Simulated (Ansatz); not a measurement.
# Y on W(110): change of the work function, part 3 of 3

Wanted: Δφ(θ) for Y/W(110), starting from the hollow site.

Ansatz 0.2.0; plane-wave DFT, PBE, Ansatz PAW.

So far, work function, upper face (eV): step 2 (the clean slab) 4.84; step 3 (37 atoms, coverage 0.111 ML, cell 3x3) 2.89.

## Step 4: Adsorbate added, k-mesh 6×6×1, coverage 0.25 ML

System of this step: YW16 (Y/W(110)). The cell holds 17 atoms: 16 W and 1 Y. Its edges and angles: a = 5.473 Å, b = 5.473 Å, c = 27.991 Å, α = 90.0°, β = 90.0°, γ = 70.5°. Vacuum lies along c.

Another coverage, to see how the dipoles act on each other as their distance changes.

The input, input.yaml:

```yaml
crystal:
  lattice:
    - [4.468914857, -3.16, 0.0]
    - [4.468914857, 3.16, 0.0]
    - [0.0, 0.0, 27.9908158667]
  atoms:
    - { symbol: W, position: [0.0, 0.0, 0.3215340361] }
    - { symbol: W, position: [0.25, 0.25, 0.4013622712] }
    - { symbol: W, position: [0.0, 0.0, 0.48254373] }
    - { symbol: W, position: [0.25, 0.25, 0.5608611644] }
    - { symbol: W, position: [0.0, 0.5, 0.3215340361] }
    - { symbol: W, position: [0.25, 0.75, 0.4013622712] }
    - { symbol: W, position: [0.0, 0.5, 0.48254373] }
    - { symbol: W, position: [0.25, 0.75, 0.5608611644] }
    - { symbol: W, position: [0.5, 0.0, 0.3215340361] }
    - { symbol: W, position: [0.75, 0.25, 0.4013622712] }
    - { symbol: W, position: [0.5, 0.0, 0.48254373] }
    - { symbol: W, position: [0.75, 0.25, 0.5608611644] }
    - { symbol: W, position: [0.5, 0.5, 0.3215340361] }
    - { symbol: W, position: [0.75, 0.75, 0.4013622712] }
    - { symbol: W, position: [0.5, 0.5, 0.48254373] }
    - { symbol: W, position: [0.75, 0.75, 0.5608611644] }
    - { symbol: "Y", position: [0.42, 0.42, 0.6784659639] }
kpoints:
  mp_grid: { grid: [6, 6, 1] }
hamiltonian:
  xc: pbe
scf:
  occupations: { method: fermi_dirac, width: 0.1 }
  convergence: { dr2_threshold: 1.0e-08 }
efield:
  axis: 3
  dipole_correction: true
  ramp_position: 0.97
  ramp_width: 0.06
relax:
  f_tol: 0.02
  max_steps: 60
  constraints: [{ sites: [0, 1, 4, 5, 8, 9, 12, 13] }]
output:
  dos: { projected: true, e_range: [-8, 4] }
  write_potential: true
  write_density: true
  volumetric_format: npy
  elf: true
```

Launch:

```sh
> ansatz run input.yaml --threads 4 --pin off --max-ram 16384MiB --backend cpu --events-out ev --progress --plain --runs-dir out
```

Numbers of over 12 decimals in the logs are rounded to 6 here.

What it wrote:

```text
[...]
Crystal: 17 atoms, lattice volume = 790.560 Å³
Basis set: ecut = 420 eV, 15445 PW (Γ), exchange–correlation on 80×80×384 points (8 copies of the dense FFT grid, shifted against one another)
Bands: 141, of which v1, the nominal top of the filled ones, is band 118 counted from 1 (117 counted from 0)
Symmetry: 2 space group operations
[...]
k-points: 13 of 36 (time reversal used)
[...]
SCF iter   1: F=—  HF=-169994.159039 eV  |F-HF|=—  |Δ(HF+E_count)|=         —  Δρ=1.58e-2  dr2=6.15e1  ethr=1.77e-3  p=0.425 e·Å  D=9.72e-2 V/Å  ΔV_dip=-2.72 eV  dr2_dipole=4.37e1  V_vac-E_F(+/−)=2.67/5.39 eV  ⟨swp⟩=9.9  Hψ=9457  notcnv=0
[...]
SCF iter  11: F=-169993.294720 eV  HF=-169993.294720 eV  |F-HF|=1.20e-8  |Δ(HF+E_count)|=   6.12e-8  Δρ=6.99e-7  dr2=9.13e-9  ethr=4.26e-12  p=0.271 e·Å  D=6.20e-2 V/Å  ΔV_dip=-1.74 eV  dr2_dipole=1.02e-9  V_vac-E_F(+/−)=3.16/4.89 eV  ⟨swp⟩=14.2  Hψ=15037  notcnv=0
SCF 1 converged in 11 iterations: F = -169993.294720 eV  dr2 = 9.13e-9
[...]
relax step   1: F+E_penalty+E_count = -169993.29472010 eV  Δ(F+E_penalty+E_count) = +0.000e0 eV  max|allowed force component| = 2.309e0 eV/Å  Δτ_max = 0.0000 Å  (11 SCF iters, accepted)
[...]
SCF iter  11: F=-169993.866946 eV  HF=-169993.866946 eV  |F-HF|=8.85e-9  |Δ(HF+E_count)|=   2.12e-8  Δρ=4.75e-7  dr2=3.10e-9  ethr=1.00e-12  p=0.298 e·Å  D=6.83e-2 V/Å  ΔV_dip=-1.91 eV  dr2_dipole=9.72e-13  V_vac-E_F(+/−)=2.98/4.89 eV  ⟨swp⟩=11.4  Hψ=13483  notcnv=0
SCF 2 converged in 11 iterations: F = -169993.866946 eV  dr2 = 3.10e-9
relax step   2: F+E_penalty+E_count = -169993.86694589 eV  Δ(F+E_penalty+E_count) = -5.722e-1 eV  max|allowed force component| = 2.478e0 eV/Å  Δτ_max = 0.1949 Å  (11 SCF iters, accepted)
SCF iter   1: F=—  HF=-169994.440414 eV  |F-HF|=—  |Δ(HF+E_count)|=         —  Δρ=4.05e-3  dr2=9.36e-1  ethr=2.83e-3  p=0.298 e·Å  D=6.83e-2 V/Å  ΔV_dip=-1.91 eV  dr2_dipole=1.52e-1  V_vac-E_F(+/−)=3.01/4.93 eV  ⟨swp⟩=4.2  Hψ=3423  notcnv=0
[...]
SCF iter  11: F=-169994.381874 eV  HF=-169994.381874 eV  |F-HF|=1.02e-9  |Δ(HF+E_count)|=   2.17e-8  Δρ=4.34e-7  dr2=3.83e-9  ethr=4.26e-12  p=0.338 e·Å  D=7.73e-2 V/Å  ΔV_dip=-2.16 eV  dr2_dipole=8.69e-11  V_vac-E_F(+/−)=2.73/4.89 eV  ⟨swp⟩=12.2  Hψ=13603  notcnv=0
SCF 3 converged in 11 iterations: F = -169994.381874 eV  dr2 = 3.83e-9
relax step   3: F+E_penalty+E_count = -169994.38187416 eV  Δ(F+E_penalty+E_count) = -5.149e-1 eV  max|allowed force component| = 2.289e0 eV/Å  Δτ_max = 0.1950 Å  (11 SCF iters, accepted)
[... from here on, the SCF cycles and remarks between the steps are left out ...]
relax step   4: F+E_penalty+E_count = -169994.78876969 eV  Δ(F+E_penalty+E_count) = -4.069e-1 eV  max|allowed force component| = 1.585e0 eV/Å  Δτ_max = 0.1926 Å  (11 SCF iters, accepted)
relax step   5: F+E_penalty+E_count = -169995.01411137 eV  Δ(F+E_penalty+E_count) = -2.253e-1 eV  max|allowed force component| = 4.061e-1 eV/Å  Δτ_max = 0.1949 Å  (10 SCF iters, accepted)
relax step   6: F+E_penalty+E_count = -169995.11939339 eV  Δ(F+E_penalty+E_count) = -1.053e-1 eV  max|allowed force component| = 3.683e-1 eV/Å  Δτ_max = 0.1920 Å  (10 SCF iters, accepted)
relax step   7: F+E_penalty+E_count = -169995.19241289 eV  Δ(F+E_penalty+E_count) = -7.302e-2 eV  max|allowed force component| = 2.542e-1 eV/Å  Δτ_max = 0.2000 Å  (10 SCF iters, accepted)
relax step   8: F+E_penalty+E_count = -169995.22783106 eV  Δ(F+E_penalty+E_count) = -3.542e-2 eV  max|allowed force component| = 9.481e-2 eV/Å  Δτ_max = 0.2000 Å  (10 SCF iters, accepted)
relax step   9: F+E_penalty+E_count = -169995.23295099 eV  Δ(F+E_penalty+E_count) = -5.120e-3 eV  max|allowed force component| = 2.064e-2 eV/Å  Δτ_max = 0.1042 Å  (9 SCF iters, accepted)
relax step  10: F+E_penalty+E_count = -169995.23293892 eV  Δ(F+E_penalty+E_count) = +1.207e-5 eV  max|allowed force component| = 2.745e-2 eV/Å  Δτ_max = 0.0074 Å  (7 SCF iters, rejected (line search))
SCF iter   1: F=—  HF=-169995.232265 eV  |F-HF|=—  |Δ(HF+E_count)|=         —  Δρ=1.56e-4  dr2=2.65e-4  ethr=1.74e-6  p=0.407 e·Å  D=9.30e-2 V/Å  ΔV_dip=-2.60 eV  dr2_dipole=3.55e-5  V_vac-E_F(+/−)=2.28/4.88 eV  ⟨swp⟩=2.5  Hψ=2928  notcnv=0
[...]
SCF iter   7: F=-169995.233038 eV  HF=-169995.233038 eV  |F-HF|=3.32e-9  |Δ(HF+E_count)|=   2.18e-9  Δρ=3.17e-7  dr2=1.47e-9  ethr=4.26e-12  p=0.406 e·Å  D=9.30e-2 V/Å  ΔV_dip=-2.60 eV  dr2_dipole=1.33e-12  V_vac-E_F(+/−)=2.28/4.88 eV  ⟨swp⟩=12.2  Hψ=13760  notcnv=0
SCF 11 converged in 7 iterations: F = -169995.233038 eV  dr2 = 1.47e-9
relax step  11: F+E_penalty+E_count = -169995.23303811 eV  Δ(F+E_penalty+E_count) = -8.712e-5 eV  max|allowed force component| = 4.391e-3 eV/Å  Δτ_max = 0.0036 Å  (7 SCF iters, accepted)
[...]
SCF converged after 7 iterations
Free energy (F): -169995.233038 eV
[...]
Internal energy: -169994.815987 eV  (E = F + TS)
E sigma→0 (E₀):  -169995.024512 eV
Entropy (-TS):   -0.417051 eV (-24.532 meV/atom)
Fermi energy:    5.450610 eV
Dipole field:    D = 0.093036 V/Å  (p = 0.406468 e·Å, saw-weighted, corrected)
Work function:   Φ+ = 2.2805 eV   Φ− = 4.8847 eV
[...]
--- Forces (eV/Å), atoms counted from 1 ---
  atom   1  W     -0.00002272     0.00000000     0.41080473
  atom   2  W     -0.01324222     0.00000000    -0.26970172
  atom   3  W     -0.00096582     0.00000000    -0.00022697
  atom   4  W     -0.00321740     0.00000000    -0.00083416
  atom   5  W     -0.00003321     0.00003780     0.32661563
  atom   6  W      0.00066678    -0.01475128    -0.45858431
  atom   7  W     -0.00079612     0.00062080     0.00002787
  atom   8  W     -0.00058091    -0.00235100     0.00059681
  atom   9  W     -0.00003321    -0.00003780     0.32661563
  atom  10  W      0.00066678     0.01475128    -0.45858431
  atom  11  W     -0.00079612    -0.00062080     0.00002787
  atom  12  W     -0.00058091     0.00235100     0.00059681
  atom  13  W     -0.00006074     0.00000000     0.39177222
  atom  14  W      0.01463591     0.00000000    -0.26985707
  atom  15  W     -0.00101593     0.00000000    -0.00026372
  atom  16  W      0.00100612     0.00000000     0.00047451
  atom  17  Y      0.00439114     0.00000000     0.00051816
  max |Σ_I F_I| component: 2.15e-5 eV/Å
--- Band table (eV; the first three rows and the last of 13) ---
  k-point 0: bands = [... 114 lower, 5.6798, 5.7584, 6.1677, 6.2655, 6.3000, 6.3811, 6.4452, 6.7294, ... 19 higher]
  k-point 1: bands = [... 114 lower, 5.5217, 5.5879, 5.6936, 5.9825, 6.0831, 6.1689, 6.4902, 6.5868, ... 19 higher]
  k-point 2: bands = [... 114 lower, 4.9021, 5.0251, 5.3973, 5.5191, 5.6534, 5.8841, 6.0318, 6.2554, ... 19 higher]
  k-point 12: bands = [... 114 lower, 4.7191, 4.7442, 4.9460, 4.9809, 5.0261, 5.0328, 5.4769, 5.4842, ... 19 higher]
--- Relaxed structure (11 steps of the walk, 10 accepted, 0 SCFs on fresh bases) ---
  F+E_penalty+E_count = -169995.23303811 eV   max|allowed force component| = 4.391e-3 eV/Å
  atoms:
    - { symbol: W, position: [0.0, 0.0, 0.3215340361] }
    - { symbol: W, position: [0.250000, 0.250000, 0.4013622712] }
    - { symbol: W, position: [1.220555862147261e-5, 1.220555862147261e-5, 0.482207] }
    - { symbol: W, position: [0.254649, 0.254649, 0.563026] }
    - { symbol: W, position: [0.0, 0.500000, 0.3215340361] }
    - { symbol: W, position: [0.250000, 0.750000, 0.4013622712] }
    - { symbol: W, position: [9.94422412758933e-6, 0.500029, 0.482179] }
    - { symbol: W, position: [0.244389, 0.755624, 0.560646] }
    - { symbol: W, position: [0.500000, 0.0, 0.3215340361] }
    - { symbol: W, position: [0.750000, 0.250000, 0.4013622712] }
    - { symbol: W, position: [0.500029, 9.94422412758933e-6, 0.482179] }
    - { symbol: W, position: [0.755624, 0.244389, 0.560646] }
    - { symbol: W, position: [0.500000, 0.500000, 0.3215340361] }
    - { symbol: W, position: [0.750000, 0.750000, 0.4013622712] }
    - { symbol: W, position: [0.500026, 0.500026, 0.482268] }
    - { symbol: W, position: [0.745346, 0.745346, 0.563052] }
    - { symbol: Y, position: [0.499484, 0.499484, 0.645230] }
```

Run time: 9.4 min. Hardware: 4 threads of Arm Neoverse V1, shared host; peak memory 3.1 GiB.

The steps of the relaxation:

```
step  energy less that of the first step (eV)  largest force component (eV/Å)
   1                                   0.0000                          2.3088
   2                                  -0.5722                          2.4778
   3                                  -1.0872                          2.2887
   4                                  -1.4941                          1.5851
   5                                  -1.7194                          0.4061
   6                                  -1.8247                          0.3683
   7                                  -1.8977                          0.2542
   8                                  -1.9331                          0.0948
   9                                  -1.9382                          0.0206
  10                                  -1.9382                          0.0274
  11                                  -1.9383                          0.0044
```

Relaxation step 10 was tried and not accepted.

Forces are held to the 2 operations that the run works with; a distortion that breaks them can't arise in this run.

The atoms that moved most (Å):

```csv
atom,dx,dy,dz,length
Y17,0.710,0.000,-0.930,1.171
W16,-0.042,0.000,0.061,0.074
W4,0.042,0.000,0.061,0.073
W8,0.000,0.036,-0.006,0.036
W12,0.000,-0.036,-0.006,0.036
W7,0.000,0.000,-0.010,0.010
W11,0.000,0.000,-0.010,0.010
W3,0.000,0.000,-0.009,0.009
```

Final coordinates:

```cif
data_structure
_symmetry_space_group_name_H-M 'P 1'
_symmetry_Int_Tables_number 1
_cell_length_a 5.4733
_cell_length_b 5.4733
_cell_length_c 27.9908
_cell_angle_alpha 90.000
_cell_angle_beta 90.000
_cell_angle_gamma 70.529
_cell_volume 790.56
loop_
_atom_site_label
_atom_site_type_symbol
_atom_site_fract_x
_atom_site_fract_y
_atom_site_fract_z
_atom_site_occupancy
W1 W 0.00000 0.00000 0.32153 1
W2 W 0.25000 0.25000 0.40136 1
W3 W 0.00001 0.00001 0.48221 1
W4 W 0.25465 0.25465 0.56303 1
W5 W 0.00000 0.50000 0.32153 1
W6 W 0.25000 0.75000 0.40136 1
W7 W 0.00001 0.50003 0.48218 1
W8 W 0.24439 0.75562 0.56065 1
W9 W 0.50000 0.00000 0.32153 1
W10 W 0.75000 0.25000 0.40136 1
W11 W 0.50003 0.00001 0.48218 1
W12 W 0.75562 0.24439 0.56065 1
W13 W 0.50000 0.50000 0.32153 1
W14 W 0.75000 0.75000 0.40136 1
W15 W 0.50003 0.50003 0.48227 1
W16 W 0.74535 0.74535 0.56305 1
Y17 Y 0.49948 0.49948 0.64523 1
```

Numbers from this step:

| Quantity | Value |
| --- | --- |
| energy at zero smearing | -169995.0245 eV |
| work function, upper face | 2.280 eV |
| work function, lower face | 4.885 eV |
| dipole along the normal | 0.4065 e·Å |
| step between the vacuum levels | -2.604 eV |

Running mean over 2.234 Å of the planar mean; the ramp of the sawtooth is left out. Table of electron's electrostatic potential energy less the Fermi level by z:

```
z (Å)  electron's electrostatic potential energy less the Fermi level (eV)
    4                                                                 4.88
    5                                                                 4.87
    6                                                                 4.74
    7                                                                 3.28
    8                                                                -5.76
    9                                                                -12.2
   10                                                                -12.6
   11                                                                -12.7
   12                                                                -12.5
   13                                                                -12.5
   14                                                                -12.6
   15                                                                -12.5
   16                                                                -11.7
   17                                                                -5.13
   18                                                                -1.43
   19                                                               -0.447
   20                                                                 1.65
   21                                                                 2.16
   22                                                                 2.26
   23                                                                 2.28
   24                                                                 2.28
```

The density of states has structure finer than the step of the table below, so its rows give means over 0.25 eV, whole bins alone (the curve runs from -8 to 1.62 eV). Peaks (eV: height): -3.070: 43.2, -2.920: 29.5, -2.740: 31.8, -2.440: 26.6, -2.320: 33.6, -2.230: 25.8, -1.680: 28.3.

The density of states by energy, zero at the Fermi level; means over each step:

energy (eV), density of states (states/eV a cell) and a bar:
```
    -7.75        0.9 
    -7.50        1.7 #
    -7.25        2.1 #
    -7.00        2.2 ##
    -6.75        2.2 ##
    -6.50        1.6 #
    -6.25        4.2 ####
    -6.00        5.0 #####
    -5.75       10.3 ############
    -5.50        8.4 #########
    -5.25       10.8 ############
    -5.00       11.9 ##############
    -4.75       12.9 ###############
    -4.50       21.1 #########################
    -4.25       14.0 ################
    -4.00       11.9 ##############
    -3.75        9.1 ##########
    -3.50        8.0 #########
    -3.25       17.5 #####################
    -3.00       24.9 ##############################
    -2.75       24.9 ##############################
    -2.50       20.5 ########################
    -2.25       22.6 ###########################
    -2.00       20.9 #########################
    -1.75       23.3 ############################
    -1.50       23.1 ############################
    -1.25       16.1 ###################
    -1.00       14.3 #################
    -0.75       11.6 #############
    -0.50       14.5 #################
    -0.25       13.3 ###############
     0.00       13.0 ###############
     0.25       13.3 ###############
     0.50       14.9 #################
     0.75       14.8 #################
     1.00       18.8 ######################
     1.25       20.1 ########################
```

Projected DOS per atom over height of the atomic layer and energy from the Fermi level. Layers: W4 W4 W4 W4 Y from below.

Ten even steps from '0' (0.00 states/eV) to '9' (2.19 states/eV), each cell a mean:
```
45549
43349
42238
41138
32236
51133
62354
74473
55573
65572
57751
24320
23320
34430
35430
24420
13310
11110
00000
00000
00000
00000
```
Columns: height of the atomic layer (Å) from 9 to 18.1; rows upwards: energy from the Fermi level (eV) from -7.96 to 1.54.

ELF in the ca plane at fractional y = 0.499, with atoms of W and Y within 0.2 Å of it. It is the smooth field of the valence electrons, not physical close to the nuclei.

Ten even steps from '0' (0.00) to '9' (0.83), each cell a mean:
```
46734544543765743544444443321110000000000000
77435433442477524543455553221111000000000000
43345444454334335444456642111121110000000000
44455444455444455444567421111122211000000000
44345444454344335444565335542112221000000000
77435433442477534444553489984112221100000000
46734544543764753544542698896211221100000000
14744544543842753544542796796211221100000000
78635534542677733544552599995111221100000000
65335434453355324444564368863112221000000000
43355444455433345444566322221112211000000000
43345444455433345444567631001122110000000000
65335434453356424544456643111111100000000000
77635534542677733544445543221111000000000000
13744544543842753554444433321110000000000000
```
Columns run along c (16.0 Å, from fractional 0.32 to 0.89 of the cell), rows up along a (5.5 Å). Atoms in or near the plane, at fractional coordinates: W at (0.32, 0.00), W at (0.48, 0.00), W at (0.32, 0.50), W at (0.48, 0.50), Y at (0.65, 0.50).

Valence density in the ca plane at fractional y = 0.499, with atoms of W and Y within 0.2 Å of it. It is the smooth field of the valence electrons, not physical close to the nuclei.

Ten even steps from '0' (0.0 e/Å³) to '9' (5.0 e/Å³), each cell a mean:
```
99510000001599720000000000000000000000000000
65200000000256310000000000000000000000000000
11000000000011100000000000000000000000000000
00000000000000000000000000000000000000000000
11000000000011100000000001100000000000000000
65200000000256310000000124410000000000000000
99510000001599820000000257641000000000000000
89610000001699830000000266641000000000000000
98410000001389510000000146530000000000000000
32100000000123100000000012210000000000000000
10000000000000000000000000000000000000000000
10000000000001000000000000000000000000000000
33100000000133200000000000000000000000000000
98410000001489610000000000000000000000000000
89610000001698830000000000000000000000000000
```
Columns run along c (16.0 Å, from fractional 0.32 to 0.89 of the cell), rows up along a (5.5 Å). Atoms in or near the plane, at fractional coordinates: W at (0.32, 0.00), W at (0.48, 0.00), W at (0.32, 0.50), W at (0.48, 0.50), Y at (0.65, 0.50).

Electrostatic potential energy in the ca plane at fractional y = 0.499, with atoms of W and Y within 0.2 Å of it. With pseudopotentials it is smooth inside the atoms' cores, unlike the true potential.

Ten even steps from '0' (-58 eV) to '9' (9 eV), each cell a mean:
```
00279999997200158999999999999999999999999999
23589999998532479999999999999999999999999999
77899988999877899998999999999999999999999999
88999988999988999998999998899999999999999999
77899988999877789999999876788999999999999999
23589999998532479999999742358999999999999999
00279999997200158999998510037899999999999999
00269999997200058999998410026899999999999999
01479999997410268999998621147899999999999999
55789989998755689999999865578999999999999999
88999988999988899998999988889999999999999999
88899988999888899998999999999999999999999999
45789988998754689999999999999999999999999999
01379999997410268999999999999999999999999999
00269999997200058999999999999999999999999999
```
Columns run along c (16.0 Å, from fractional 0.32 to 0.89 of the cell; values clipped at the 3rd and 97th percentile), rows up along a (5.5 Å). Atoms in or near the plane, at fractional coordinates: W at (0.32, 0.00), W at (0.48, 0.00), W at (0.32, 0.50), W at (0.48, 0.50), Y at (0.65, 0.50).

The relaxation took 11 steps and lowered the energy by 1.9 eV; the largest force on the free atoms ends at 0.0044 eV/Å.

By hand: a sheet of dipoles makes a step −p/(ε₀A) in the electron's potential. With e/ε₀ = 180.95 V·Å, p = 0.4065 e·Å and A = 28.24 Å², that is −180.95 × (0.4065) / 28.24 = -2.604 eV, and the two vacuum levels of the run differ by -2.604 eV.

The covered face has 2.28 eV, -2.56 eV against the clean one; the bare back face has moved by -0.01 eV, a measure of how thin the slab is.

## Step 5: Work function against coverage

This step: plane-wave DFT, PBE, Ansatz PAW; work function against coverage (Ansatz 0.2.0).

The runs are now put side by side.

This step gave:

| Property | Result |
| --- | --- |
| work function of the clean face | 4.845 eV |
| largest change of the work function | -2.564 eV |

The work function of the covered face by coverage:

```csv
coverage (adsorbates/nm²),work function of the covered face (eV)
0.00,4.84
1.57,2.89
3.54,2.28
```

The dipole per adsorbate comes from the change of the cell's dipole. Coverage, by row:

| coverage (1/nm²) | coverage (ML) | work function (eV) | change (eV) | dipole per adsorbate, positive end outwards (debye) | mean height of the added atoms over the highest substrate atom (Å) |
| --- | --- | --- | --- | --- | --- |
| 1.573 | 0.1111 | 2.891 | -1.954 | 3.274 | 2.307 |
| 3.541 | 0.25 | 2.28 | -2.564 | 1.912 | 2.3 |

## Step 6: Outcome

| Property | Result |
| --- | --- |
| work function of the clean face | 4.84 eV |
| work function at 0.11 ML | 2.89 eV |
| work function at 0.25 ML | 2.28 eV |
| dipole per adsorbate at 0.11 ML, positive end outwards | 3.27 D |

What this shows: Y lowers the work function of W(110) at the lowest coverage, by 1.95 eV: the adsorbate layer has its positive end outwards. The slab has 4 layers, at the tabulated experimental lattice constant, one starting site was run, and quantum-size effects of a slab this thin can reach one or two tenths of an eV. The main runs have no spin polarisation; a magnetic state could lie lower and would change these results.

[Logs are printed without paths, hosts, clocks, repeated set-up lines and the standing remarks that a program may print on its own settings, such as how far it seeks lower states.]

[Hosts, paths, dates, database ids (printed as entryN), source tags and the programs' standing remarks are cut or masked in the printed files.]

[Maps of the electrostatic potential energy from Ansatz leave out the sawtooth potential of an applied field or a dipole correction, so their vacuum need not be flat; planar profiles and work functions include it.]
